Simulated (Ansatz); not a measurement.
# The gap of GaSi2P (zincblende [110] superlattice) (Pm): a ladder of methods and an error budget, part 2 of 2

Aim: a best estimate of the quasiparticle gap of GaSi2P (zincblende [110] superlattice) (Pm), with each correction and its cost laid out.

Ansatz 0.2.0; density functionals, hybrids, G0W0, plane waves, PAW. Known limits of the many-body steps: not at the basis limit; no spin-orbit coupling; coarse k mesh.

So far. Step 4 (PBEsol+SOC): The gap stands −0.01 eV against PBEsol. Step 5 (HSE06): The gap stands +0.74 eV against PBEsol.

The structure was built from a prototype and need not be the compound's stable phase.

## 6. G0W0, 6×4×4 mesh, 290 empty bands, screening to 86 eV, PAW set soft_1 files

G0W0 replaces the xc potential by the self-energy, built once from these orbitals. Only a window of levels is corrected, while the sums run over the empty bands that the input names. This step takes PAW set soft_1 files.

This step: G0W0 on PBEsol, plane waves, PAW; PAW set soft_1.

The input, input.yaml:

```yaml
crystal:
  lattice:
    - [3.8421553024, 0.0, 0.0]
    - [0.0, 5.4375168448, -2.7834e-06]
    - [0.0, -3.9364e-06, 7.6837588716]
  atoms:
    - { symbol: Ga, position: [0.0, 0.0105503467, 0.1195680423] }
    - { symbol: P, position: [0.5, 0.265858019, 0.1263065394] }
    - { symbol: Ga, position: [0.5, 0.5105504621, 0.3815065334] }
    - { symbol: P, position: [0.0, 0.7658579839, 0.3747682615] }
    - { symbol: Si, position: [0.0, -0.0124352107, 0.625188481] }
    - { symbol: Si, position: [0.5, 0.2360271271, 0.6275191079] }
    - { symbol: Si, position: [0.5, 0.4875643784, 0.8758866051] }
    - { symbol: Si, position: [0.0, 0.7360268935, 0.873555144] }
kpoints:
  mp_grid: { grid: [6, 4, 4] }
hamiltonian:
  xc: pbesol
  pseudopotentials: { kind: paw, azcp: { folder: soft_1 }, xc_functional: pbe }
scf:
  occupations: { method: fixed }
gw:
  n_empty_bands: 290
  ecut_chi: 86
  qp_bands: [v2, c2]
  qp_kpoints: band_edges
  screening: { model: contour_deformation }
```

The run is started by

```
ansatz run input.yaml --threads 32 --pin off --max-ram 82944MiB --backend cuda --events-out ev --progress --plain --runs-dir out --devices 1 --max-vram 78GiB
```

Numbers of over 12 decimals in the logs are rounded to 6 here.

Log:

```text
[...]
GPUs: using 1 of 1 available (devices: 1).
[...]
concurrent solve slots: 18 of 32 are kept, ahead of what memory takes: no pass of the eigensolver takes more rounds on 18
[...]
Crystal: 8 atoms, lattice volume = 160.527 Å³
Basis set: ecut = 420 eV, 3115 PW (Γ)
[...]
SCF 1 converged in 8 iterations: F = -11453.883925 eV  dr2 = 9.65e-8
[...]
SCF converged after 8 iterations
[...]
2    26      6.5046   -14.9857     1.1018   -13.5568  0.7606     6.1764     6.1775  root
     2    27      7.9197    -6.3376    -3.8171   -10.3686  0.7760     8.1341     8.1336  root
[...]
33    25      5.5318   -15.1305     1.4088   -13.3714  0.7564     5.1798     5.1814  root
    33    26      5.5318   -15.1305     1.4088   -13.3714  0.7564     5.1798     5.1814  root
    33    27      8.1431    -8.9573    -3.7350   -13.0521  0.7750     8.5043     8.5029  root
    33    28      8.1431    -8.9573    -3.7350   -13.0521  0.7750     8.5043     8.5029  root
```

Elapsed: 14 s, on 1 × NVIDIA GB200 (shared by 2 runs) with 32 threads of Arm Neoverse V2, shared host; peak memory 2.4 GiB; 81 s of CPU time.

This step gave:

* bands summed: 316
* RPA ε∞ on this mesh (eigenvalues): 12.01, 12.83, 12.95
* plane waves in the screening matrix: 279
* G0W0 gap on the mesh: 1.323 eV
* k of the valence top: 0, 0, 0
* k of the conduction bottom: -0.5, 0, 0
* starting gap on the mesh: 0.8219 eV
* least direct G0W0 gap on the computed points: 1.342 eV

The gap on the mesh goes from 0.82 eV to 1.32 eV, a correction of +0.50 eV. Between the two edge states, bare exchange in place of the xc potential would open the gap by 5.20 eV, and correlation takes back 4.71 eV. The start differs from the 0.78 eV found before because this mesh misses an edge.

## 7. G0W0, 6×4×4 mesh, 710 empty bands, screening to 156 eV, PAW set soft_1 files

Bands and screening cutoff are moved together, since each hides the error of the other.

input.yaml, as its differences from that of step 6:

```diff
@@ -22,4 +22,4 @@
 gw:
-  n_empty_bands: 290
-  ecut_chi: 86
+  n_empty_bands: 710
+  ecut_chi: 156.0
   qp_bands: [v2, c2]
```

Log:

```text
[...]
GPUs: using 1 of 1 available (devices: 1).
[...]
Crystal: 8 atoms, lattice volume = 160.527 Å³
Basis set: ecut = 420 eV, 3115 PW (Γ)
[...]
SCF 1 converged in 8 iterations: F = -11453.883925 eV  dr2 = 9.65e-8
[...]
SCF converged after 8 iterations
[...]
0    28      7.7250    -6.9687    -3.8244   -10.9041  0.7792     7.8362     7.8360  root
     1    25      6.2224   -15.0421     0.8479   -13.6870  0.7608     5.7126     5.7153  root
     1    26      6.6647   -15.4393     0.8720   -14.0330  0.7611     6.1277     6.1305  root
     1    27      7.7428    -6.4934    -3.8686   -10.4507  0.7783     7.8316     7.8315  root
     1    28      8.7400    -7.2346    -4.1185   -11.4943  0.7727     8.8814     8.8811  root
     2    25      6.2443   -16.2978     1.0992   -14.6555  0.7594     5.6978     5.7011  root
     2    26      6.5046   -14.9857     0.8940   -13.5568  0.7594     5.9668     5.9697  root
     2    27      7.9197    -6.3376    -3.9338   -10.3686  0.7755     8.0170     8.0168  root
     2    28      8.4114    -7.0577    -4.0131   -11.1906  0.7798     8.5313     8.5311  root
     3    25      5.9961   -14.5361     0.8757   -13.1591  0.7607     5.4920     5.4948  root
     3    26      6.0927   -14.9849     1.0171   -13.4392  0.7583     5.5609     5.5641  root
     3    27      7.5598    -6.9682    -3.7182   -10.7690  0.7796     7.6425     7.6424  root
     3    28      8.4207    -6.6450    -4.0661   -10.8364  0.7759     8.5461     8.5459  root
     4    25      6.0834   -14.9855     1.0275   -13.4271  0.7578     5.5492     5.5524  root
     4    26      6.1857   -15.0275     0.8402   -13.6836  0.7611     5.6794     5.6820  root
     4    27      7.9563    -6.7527    -3.8751   -10.7161  0.7763     8.0446     8.0445  root
     4    28      8.6025    -8.6151    -4.0244   -12.8013  0.7699     8.7646     8.7643  root
     6    25      5.8390   -14.9367     1.0820   -13.3176  0.7578     5.2984     5.3018  root
     6    26      5.8390   -14.9367     1.0820   -13.3176  0.7578     5.2984     5.3018  root
     6    27      7.7705    -7.8022    -3.7869   -11.6940  0.7754     7.8755     7.8754  root
     6    28      7.7705    -7.8022    -3.7869   -11.6940  0.7754     7.8755     7.8754  root
     9    25      5.9382   -15.0061     0.9575   -13.5399  0.7588     5.4266     5.4295  root
     9    26      6.5120   -15.0547     0.7725   -13.7679  0.7636     5.9952     5.9978  root
     9    27      7.8701    -6.9648    -3.8121   -10.8726  0.7799     7.9659     7.9658  root
[...]
28    25      4.9874   -14.6577     1.3698   -12.7529  0.7495     4.4478     4.4523  root
    28    26      4.9874   -14.6577     1.3698   -12.7529  0.7495     4.4478     4.4523  root
    28    27      7.8802    -7.0030    -3.7998   -10.8805  0.7785     7.9579     7.9578  root
    28    28      7.8802    -7.0030    -3.7998   -10.8805  0.7785     7.9579     7.9578  root
    33    25      5.5318   -15.1305     1.2146   -13.3714  0.7554     4.9833     4.9872  root
    33    26      5.5318   -15.1305     1.2146   -13.3714  0.7554     4.9833     4.9872  root
    33    27      8.1431    -8.9573    -3.9167   -13.0521  0.7742     8.3215     8.3212  root
    33    28      8.1431    -8.9573    -3.9167   -13.0521  0.7742     8.3215     8.3212  root
```

The job ended after 71 s (1 × NVIDIA GB200 (shared by 2 runs) with 32 threads; peak memory 5.3 GiB).

Numbers from this step:

* bands summed: 736
* RPA ε∞ on this mesh (eigenvalues): 12.01, 12.82, 12.94
* plane waves in the screening matrix: 719
* q-points in the mesh: 96
* G0W0 gap on the mesh: 1.428 eV
* k of the valence top: 0, 0, 0
* k of the conduction bottom: -0.5, 0, 0
* starting gap on the mesh: 0.8219 eV
* Z at the valence top: 0.7618
* Z at the conduction bottom: 0.7820
* least direct G0W0 gap on the computed points: 1.444 eV

Against the run with 6×4×4 mesh, 290 empty bands, screening to 86 eV, PAW set soft_1 files, the gap moves by +0.10 eV.

Limits: finite bands, cutoff and mesh; no spin-orbit coupling; coarse k mesh. v1 is the top filled band, c1 the lowest empty one. The levels before and after the correction (eV, zero at the valence-band top of each column):

```csv
,conduction bottom,valence top
Kohn-Sham,0.82,0.00
G0W0,1.43,0.00
```

```csv
,level,occupation,energy (eV)
Kohn-Sham,Γ v2,2,-0.034
Kohn-Sham,Γ v1,2,0.000
Kohn-Sham,Γ c1,0,0.845
Kohn-Sham,Γ c2,0,0.987
Kohn-Sham,(-0.5 0 0) v2-v1,2,-1.134
Kohn-Sham,(-0.5 0 0) c1-c2,0,0.832
G0W0,Γ v2,2,-0.022
G0W0,Γ v1,2,0.000
G0W0,Γ c1,0,1.444
G0W0,Γ c2,0,1.631
G0W0,(-0.5 0 0) v2-v1,2,-1.146
G0W0,(-0.5 0 0) c1-c2,0,1.428
```

How the two edges are built up, in eV (the quasiparticle level is the starting level plus Σx plus Σc less Vxc):

```csv
run,edge,start,Σx,Σc,Vxc,Z,QP
316 bands,valence top,6.74,-15.50,1.06,-14.12,0.76,6.42
316 bands,conduction bottom,7.57,-6.60,-3.64,-10.42,0.78,7.74
736 bands,valence top,6.74,-15.50,0.85,-14.12,0.76,6.20
736 bands,conduction bottom,7.57,-6.60,-3.75,-10.42,0.78,7.63
```

## 8. The ladder

Times are wall times on 1 × NVIDIA GB200 (shared by 2 runs) with 32 threads of Arm Neoverse V2, shared host, good to a factor of about two. G0W0 rows are gaps on the mesh, lowered by the amount that the mesh misses the start's edges, a rough step that assumes the same correction there.

```
                        level  gap (eV)  least direct gap (eV)   time
                       PBEsol      0.78                   0.84  1.7 s
                   PBEsol+SOC      0.76                   0.83  2.1 s
                        HSE06      1.51                   1.58  6.5 s
G0W0@PBEsol (290 empty bands)      1.28                      -   14 s
G0W0@PBEsol (710 empty bands)      1.38                      -   71 s
```

## 9. Adding up the best estimate

```csv
term,eV,running total (eV)
"G0W0 on the mesh, top rung",1.428,1.428
"to the limit, by a line in one over the bands through the two top rungs",+0.079,1.507
band edges off the mesh,−0.046,1.461
"spin-orbit change, from PBEsol",−0.012,1.449
```

## 10. Results

```
PBEsol gap                                        : 0.78 eV, indirect
HSE06                                             : 1.51 eV
G0W0, top rung on the mesh                        : 1.43 eV
best estimate, G0W0@PBEsol with spin-orbit change : 1.45 eV
GW settings of the top rung                       : 6×4×4 mesh, 710 empty bands, screening to 156 eV, PAW set soft_1 files
known limits                                      : one-shot GW, static lattice; one k mesh, untested; coarse k mesh
```

In words: The best estimate for G0W0@PBEsol is 1.45 eV, indirect by PBEsol+SOC, against 0.76 eV at the start (both with spin-orbit coupling). The limit rests on the two highest rungs, unchecked by another pair. The term for edges off the mesh assumes that the correction there equals that on the mesh, which is rough. Among the functionals HSE06 comes nearest: +0.05 eV from the estimate without its spin-orbit term (1.46 eV). All runs took 99 s, 86 % of it in G0W0. The 6×4×4 mesh is coarse for this cell (its supercell is 22 Å along the shortest edge). The RPA ε∞ on it, from the PBEsol start, is 12.01, 12.82 and 12.94; such meshes misread the long-range screening, most where the gap is narrow.

[Paths, hosts, dates, memory and timing lines, banners, echoed tables and standing remarks are left out of the program output.]

[Logs are printed without paths, hosts, clocks, repeated set-up lines and the standing remarks that a program may print on its own settings, such as how far it seeks lower states.]

[Runs of the session that timed out or met a known fault of the program may be left out.]

[Cells called generated may have been cut or substituted from an entry of the Crystallography Open Database or the Materials Project.]

[Hosts, paths, dates, database ids (printed as entryN), source tags and the programs' standing remarks are cut or masked in the printed files.]
